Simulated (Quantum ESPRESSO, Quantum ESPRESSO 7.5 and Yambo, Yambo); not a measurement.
# Quasiparticle gap of Al2O3 (Corundum) in Yambo

How does a plane-wave GW calculation on Al2O3 (Corundum) run from the first input to the gap?

Main program and level: Quantum ESPRESSO 7.5 and Yambo 5.3.0; PBE and many-body steps on it, plane waves.

**Experimental background.**

- Gap 8.7 eV: optical band gap of host from absorption; optical absorption, quoted from earlier work; bulk crystal (high-purity reference sample) (quoted in “Multi-petahertz electron interference in Cr:Al2O3 solid-state material”, 2018, pmc:5906618).

Most raw output is cut from this account.

### 1. Set-up

Symmetry: R-3c, No. 167, trigonal system. The conventional cell has a = 4.760 Å, b = 4.760 Å, c = 12.996 Å, α = 90.00°, β = 90.00°, γ = 120.00°. Nearest to Al lie 6 O at 1.85 to 1.97 Å. O has 4 Al at 1.85 to 1.97 Å nearest. Farther neighbours and most contacts between anions are not listed.

The cell and positions come from the Crystallography Open Database and are kept as given unless a step says otherwise.

### 2. Ground state

This step: Quantum ESPRESSO 7.5; DFT, PBE, plane waves, norm-conserving pseudopotentials.

The ground-state density comes first.

Contents of pw.in:

```
&control
  calculation = 'scf'
  prefix = 'x'
  outdir = 'o'
  pseudo_dir = 'pseudo'
  tprnfor = .true.
  tstress = .true.
/
&system
  ibrav = 0
  nat = 10
  ntyp = 2
  ecutwfc = 72.0
  nbnd = 33
  force_symmorphic = .true.
/
&electrons
  conv_thr = 1e-10
  electron_maxstep = 80
  mixing_beta = 0.5
/
ATOMIC_SPECIES
  Al 26.982 Al.upf
  O 15.999 O.upf
CELL_PARAMETERS angstrom
  2.3802500000 1.3742379782 4.3318666667
  -2.3802500000 1.3742379782 4.3318666667
  -0.0000000000 -2.7484759565 4.3318666667
ATOMIC_POSITIONS crystal
  Al 0.3521600000 0.3521600000 0.3521600000
  Al 0.1478400000 0.1478400000 0.1478400000
  Al 0.6478400000 0.6478400000 0.6478400000
  Al 0.8521600000 0.8521600000 0.8521600000
  O 0.5566800000 0.9433200000 0.2500000000
  O 0.2500000000 0.5566800000 0.9433200000
  O 0.9433200000 0.2500000000 0.5566800000
  O 0.4433200000 0.0566800000 0.7500000000
  O 0.7500000000 0.4433200000 0.0566800000
  O 0.0566800000 0.7500000000 0.4433200000
K_POINTS automatic
  6 6 6 0 0 0
```

The run is started by

```console
$ OMP_NUM_THREADS=1 mpirun -n 8 pw.x -nk 8 -in pw.in > pw.out
```

The job ended after 32 s (8 MPI ranks of Arm Neoverse V2, shared host; peak memory 0.9 GiB).

Numbers from this step:

```
total energy               : -2969.2711 eV
gap                        : 6.266 eV
k of the valence top       : 0, 0, 0
k of the conduction bottom : 0, 0, 0
least direct gap           : 6.266 eV
pressure                   : 4.8 GPa
```

The gap is direct, at Γ. The pressure of 5 GPa says that this functional would expand the cell; it is kept.

### 3. Bands along the symmetry lines

The cheap functional maps the bands first; the places of the edges decide which points the dearer methods must see.

Contents of pw.in:

```
&control
  calculation = 'bands'
  prefix = 'x'
  outdir = 'o'
  pseudo_dir = 'pseudo'
/
&system
  ibrav = 0
  nat = 10
  ntyp = 2
  ecutwfc = 72.0
  nbnd = 30
  force_symmorphic = .true.
/
&electrons
  conv_thr = 1e-9
  electron_maxstep = 80
  diago_full_acc = .true.
  diago_thr_init = 5e-6
/
ATOMIC_SPECIES
  Al 26.982 Al.upf
  O 15.999 O.upf
CELL_PARAMETERS angstrom
  2.3802500000 1.3742379782 4.3318666667
  -2.3802500000 1.3742379782 4.3318666667
  -0.0000000000 -2.7484759565 4.3318666667
ATOMIC_POSITIONS crystal
  Al 0.3521600000 0.3521600000 0.3521600000
  Al 0.1478400000 0.1478400000 0.1478400000
  Al 0.6478400000 0.6478400000 0.6478400000
  Al 0.8521600000 0.8521600000 0.8521600000
  O 0.5566800000 0.9433200000 0.2500000000
  O 0.2500000000 0.5566800000 0.9433200000
  O 0.9433200000 0.2500000000 0.5566800000
  O 0.4433200000 0.0566800000 0.7500000000
  O 0.7500000000 0.4433200000 0.0566800000
  O 0.0566800000 0.7500000000 0.4433200000
K_POINTS crystal
  59
  0.00000000 0.00000000 0.00000000 1
  0.06250000 0.06250000 0.06250000 1
  0.12500000 0.12500000 0.12500000 1
  0.18750000 0.18750000 0.18750000 1
  0.25000000 0.25000000 0.25000000 1
  0.31250000 0.31250000 0.31250000 1
  0.37500000 0.37500000 0.37500000 1
  0.43750000 0.43750000 0.43750000 1
  0.50000000 0.50000000 0.50000000 1
  0.53327994 0.46672006 0.50000000 1
  0.56655988 0.43344012 0.50000000 1
  0.59983982 0.40016018 0.50000000 1
  0.63311976 0.36688024 0.50000000 1
  0.66639970 0.33360030 0.50000000 1
  0.69967964 0.30032036 0.50000000 1
  0.73295958 0.26704042 0.50000000 1
  0.76623952 0.23376048 0.50000000 1
  0.50000000 -0.23376048 0.23376048 1
  0.50000000 -0.20454042 0.20454042 1
  0.50000000 -0.17532036 0.17532036 1
  0.50000000 -0.14610030 0.14610030 1
  0.50000000 -0.11688024 0.11688024 1
  0.50000000 -0.08766018 0.08766018 1
  0.50000000 -0.05844012 0.05844012 1
  0.50000000 -0.02922006 0.02922006 1
  0.50000000 0.00000000 0.00000000 1
  0.43750000 0.00000000 0.00000000 1
  0.37500000 0.00000000 0.00000000 1
  0.31250000 0.00000000 0.00000000 1
  0.25000000 0.00000000 0.00000000 1
  0.18750000 0.00000000 0.00000000 1
  0.12500000 0.00000000 0.00000000 1
  0.06250000 0.00000000 0.00000000 1
  0.00000000 0.00000000 0.00000000 1
  0.04586003 -0.04586003 0.00000000 1
  0.09172006 -0.09172006 0.00000000 1
  0.13758009 -0.13758009 0.00000000 1
  0.18344012 -0.18344012 0.00000000 1
  0.22930015 -0.22930015 0.00000000 1
  0.27516018 -0.27516018 0.00000000 1
  0.32102021 -0.32102021 0.00000000 1
  0.36688024 -0.36688024 -0.00000000 1
  0.63311976 0.00000000 0.36688024 1
  0.61647979 0.00000000 0.38352021 1
  0.59983982 0.00000000 0.40016018 1
  0.58319985 0.00000000 0.41680015 1
  0.56655988 0.00000000 0.43344012 1
  0.54991991 0.00000000 0.45008009 1
  0.53327994 0.00000000 0.46672006 1
  0.51663997 0.00000000 0.48336003 1
  0.50000000 0.00000000 0.50000000 1
  0.43750000 0.00000000 0.43750000 1
  0.37500000 0.00000000 0.37500000 1
  0.31250000 0.00000000 0.31250000 1
  0.25000000 0.00000000 0.25000000 1
  0.18750000 0.00000000 0.18750000 1
  0.12500000 0.00000000 0.12500000 1
  0.06250000 0.00000000 0.06250000 1
  0.00000000 0.00000000 0.00000000 1
```

Wall time 14 s (8 MPI ranks); peak memory 0.66 GiB; 1.9 min of CPU time.

This step gave:

```yaml
gap: 6.266 eV
k_of_the_valence_top: 0, 0, 0
k_of_the_conduction_bottom: 0, 0, 0
least_direct_gap: 6.266 eV
```

The gap is 6.266 eV, as in the run before at this level.

Electronic bands along the path, in eV, zero at the top of the highest filled band:

```tsv
point	band 21	band 22	band 23	band 24	band 25	band 26	band 27	band 28
Γ	-0.49	-0.04	-0.04	0.00	6.27	9.19	10.78	11.56
halfway	-0.50	-0.50	-0.11	-0.11	7.24	9.24	10.63	11.68
T	-0.38	-0.38	-0.38	-0.38	8.71	8.71	11.13	11.13
halfway	-0.85	-0.85	-0.53	-0.53	9.40	9.40	10.83	10.83
H2	-0.84	-0.84	-0.50	-0.50	9.74	9.74	10.15	10.15
jump to H0	-0.84	-0.84	-0.50	-0.50	9.74	9.74	10.15	10.15
halfway	-0.83	-0.83	-0.31	-0.31	9.40	9.40	9.88	9.88
L	-0.90	-0.90	-0.27	-0.27	9.49	9.49	9.68	9.68
halfway	-0.76	-0.44	-0.15	-0.11	7.51	10.09	10.18	10.81
Γ	-0.49	-0.04	-0.04	0.00	6.27	9.19	10.78	11.56
halfway	-0.84	-0.52	-0.17	-0.08	7.92	9.80	10.36	10.50
S0	-0.88	-0.84	-0.56	-0.28	9.54	9.57	9.78	10.26
jump to S2	-0.88	-0.84	-0.56	-0.28	9.54	9.57	9.78	10.26
halfway	-0.95	-0.83	-0.74	-0.26	9.64	9.82	9.84	10.27
F	-1.02	-0.91	-0.74	-0.25	9.68	9.76	9.95	10.44
halfway	-0.96	-0.59	-0.26	-0.17	7.77	10.16	10.20	10.78
Γ	-0.49	-0.04	-0.04	0.00	6.27	9.19	10.78	11.56
```

### 4. Empty states on the mesh, 4×4×4 mesh, 82 bands

The sums over transitions need many empty states on a uniform mesh; this step solves for them.

Contents of pw.in:

```
&control
  calculation = 'nscf'
  prefix = 'x'
  outdir = 'o'
  pseudo_dir = 'pseudo'
/
&system
  ibrav = 0
  nat = 10
  ntyp = 2
  ecutwfc = 72.0
  nbnd = 82
  force_symmorphic = .true.
/
&electrons
  conv_thr = 1e-9
  electron_maxstep = 80
  diago_full_acc = .true.
  diago_thr_init = 5e-6
/
ATOMIC_SPECIES
  Al 26.982 Al.upf
  O 15.999 O.upf
CELL_PARAMETERS angstrom
  2.3802500000 1.3742379782 4.3318666667
  -2.3802500000 1.3742379782 4.3318666667
  -0.0000000000 -2.7484759565 4.3318666667
ATOMIC_POSITIONS crystal
  Al 0.3521600000 0.3521600000 0.3521600000
  Al 0.1478400000 0.1478400000 0.1478400000
  Al 0.6478400000 0.6478400000 0.6478400000
  Al 0.8521600000 0.8521600000 0.8521600000
  O 0.5566800000 0.9433200000 0.2500000000
  O 0.2500000000 0.5566800000 0.9433200000
  O 0.9433200000 0.2500000000 0.5566800000
  O 0.4433200000 0.0566800000 0.7500000000
  O 0.7500000000 0.4433200000 0.0566800000
  O 0.0566800000 0.7500000000 0.4433200000
K_POINTS automatic
  4 4 4 0 0 0
```

The run is started by

```console
$ OMP_NUM_THREADS=1 mpirun -n 8 pw.x -nk 4 -in pw.in > pw.out
```

It took 12 s on 8 MPI ranks; peak memory 0.59 GiB; 98 s of CPU time.

Numbers from this step:

| Quantity | Value |
| --- | --- |
| gap | 6.266 eV |
| k of the valence top | 0, 0, 0 |
| k of the conduction bottom | 0, 0, 0 |
| least direct gap | 6.266 eV |
| k points computed | 14 |
| lowest point of the top converged band, above the valence top | 38.34 eV |

On this mesh the gap is 6.266 eV.

### 5. Conversion and set-up

This step: Yambo 5.3.0; conversion and set-up on PBE, plane waves, norm-conserving pseudopotentials.

The states are converted to the many-body program's format and the q mesh is built.

The run is started by

```console
$ (cd o/x.save; p2y > p2y.log; mv SAVE ../..); yambo > setup.log
```

The job ended after 2.4 s (1 MPI rank; peak memory 0.25 GiB).

### 6. Screening and self-energy, 4×4×4 mesh, 82 bands, screening to 74.8 eV

Now the one-shot GW correction: screening in the RPA, then the self-energy of the levels asked for.

This step: G0W0 on PBE, plane waves, norm-conserving pseudopotentials.

Contents of gw1.in:

```
HF_and_locXC
gw0
dyson
ppa
em1d
rim_cut
RandQpts= 1000000
RandGvec= 1 RL
EXXRLvcs= 72 Ry
VXCRLvcs= 288 Ry
Chimod= "HARTREE"
% BndsRnXp
 1 | 82 |
%
NGsBlkXp= 5.5 Ry
% LongDrXp
 1 | 1 | 1 |
%
% GbndRnge
 1 | 82 |
%
DysSolver= "n"
ExtendOut
PPAPntXp= 27.21138 eV
% QPkrange
 1 | 1 | 23 | 26 |
%
```

The run is started by

```console
$ OMP_NUM_THREADS=2 mpirun -n 4 yambo -F gw1.in -J gw1 -C gw1 > gw1.log
```

Wall time 67 s (4 MPI ranks); peak memory 3.2 GiB.

This step gave:

```
G0W0 gap on the points computed              : 8.380 eV
starting gap on the mesh                     : 6.266 eV
k of the valence top                         : 0, 0, 0
k of the conduction bottom                   : 0, 0, 0
least direct G0W0 gap on the computed points : 8.380 eV
Z at the valence top                         : 0.8218
Z at the conduction bottom                   : 0.8593
```

The gap on the mesh goes from 6.27 eV to 8.38 eV, a correction of +2.11 eV.

Limits: finite bands, cutoff and mesh. v1 is the top filled band, c1 the lowest empty one. Levels before and after the correction, in eV, zero at the valence-band top of each column:

```tsv
	conduction bottom	valence top
Kohn-Sham	6.27	0.00
G0W0	8.38	0.00
```

```tsv
	level	energy (eV)
Kohn-Sham	Γ v2	-0.045
Kohn-Sham	Γ v1	0.000
Kohn-Sham	Γ c1	6.266
Kohn-Sham	Γ c2	9.188
G0W0	Γ v2	-0.102
G0W0	Γ v1	0.000
G0W0	Γ c1	8.380
G0W0	Γ c2	11.422
```

### 7. Where the time went

Times are wall times on the hardware named with each run, good to a factor of about two.

```tsv
step	time	share	memory (GiB)
ground state	32 s	25 %	0.9
bands along the symmetry lines	14 s	11 %	0.66
empty states on the mesh	12 s	10 %	0.59
conversion and set-up	2.4 s	2 %	0.25
screening and self-energy	67 s	52 %	3.2
```

### 8. Results

| Quantity | Value |
| --- | --- |
| PBE gap | 6.27 eV, direct |
| G0W0 gap on the mesh | 8.38 eV |
| GW settings | 4×4×4 mesh, 82 bands, screening to 74.8 eV, Godby-Needs plasmon pole |
| known limits | not at the basis limit |

In words: G0W0 moves the gap on the mesh from 6.27 eV to 8.38 eV (+2.11 eV), with Z of 0.82 and 0.86 at the edges. Only 1 of the mesh's irreducible points was corrected, so a valley elsewhere could overtake. The dearest step here is «screening and self-energy». Against experiment, by G0W0@PBE: the gap of 8.38 eV lies −0.32 eV from the measured 8.7 eV (optical, quoted 2018). An exciton line or allowed optical edge lies below the quasiparticle gap by the binding energy; a forbidden edge can push the onset above it. The calculation has static nuclei and no excitons; a measured gap holds zero-point and thermal motion, which mostly lowers it. Bands and cutoff are finite, so the gap is not at the basis limit. The miss can reach some tenths of an eV and take either sign; the mesh is an error of its own. In the G0W0 run levels were corrected at 1 k point alone, so a gap called «on the mesh» is the least over those, and an edge elsewhere would be missed.

[Paths, hosts, dates, memory and timing lines, banners, echoed tables and standing remarks are left out of the program output.]

[Logs are printed without paths, hosts, clocks, repeated set-up lines and the standing remarks that a program may print on its own settings, such as how far it seeks lower states.]

[Runs of the session that timed out or met a known fault of the program may be left out.]

[Hosts, paths, dates, database ids (printed as entryN), source tags and the programs' standing remarks are cut or masked in the printed files.]
